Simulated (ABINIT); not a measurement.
Planning a run of ABINIT 10.8.3 on InF3 (R-3c). The input:

```
acell 3*1.0 Angstrom
rprim 
  2.602141182914 1.502346912402 4.907506134507
  -2.602141182914 1.502346912402 4.907506134507
  0.000000000000 -3.004693824873 4.907506134486
ntypat 2
znucl 49 9
natom 8
typat 1 1 2 2 2 2 2 2
xred 
  0.500000000000 0.500000000000 0.500000000000
  -0.000000000000 0.000000000000 0.000000000000
  0.395709220000 0.750000000000 0.104290780000
  0.750000000000 0.104290780000 0.395709220000
  0.895709220000 0.604290780000 0.250000000000
  0.250000000000 0.895709220000 0.604290780000
  0.604290780000 0.250000000000 0.895709220000
  0.104290780000 0.395709220000 0.750000000000
pp_dirpath "pseudos"
pseudos "In.upf, F.upf"
ecut 36
ngkpt 2 2 2
nshiftk 1
shiftk 0 0 0
kptopt 1
chksymbreak 0
istwfk *1
occopt 1
irdwfk 1
optdriver 3
nband 377
ecuteps 5.3
inclvkb 2
awtr 1
symchi 1
gwcalctyp 1
nfreqre 0
nfreqim 8
gwrpacorr 1
indata_prefix "in"
outdata_prefix "out"
tmpdata_prefix "tmp"
```

```sh
OMP_NUM_THREADS=1 mpirun -n 4 abinit run.abi > log
```

How long will it take on 4 MPI ranks of Arm Neoverse V2, shared host, and how much memory?

It took 4 min; on shared hardware allow 2 min to 8 min. Peak host memory was 4.1 GiB.

[Paths, hosts, dates, memory and timing lines, banners, echoed tables and standing remarks are left out of the program output.]

[Logs are printed without paths, hosts, clocks, repeated set-up lines and the standing remarks that a program may print on its own settings, such as how far it seeks lower states.]

[Runs of the session that timed out or met a known fault of the program may be left out.]

[Hosts, paths, dates, database ids (printed as entryN), source tags and the programs' standing remarks are cut or masked in the printed files.]

[G0W0 gaps are taken among the corrected bands and points alone; a level outside them can change the order at an edge.]

[Where Ansatz stands beside ABINIT at settings called matched, ABINIT's density can come from a denser mesh and the files from another edition; pairs whose starting gaps differed by over 0.03 eV were left out, so agreement reads better than it is.]
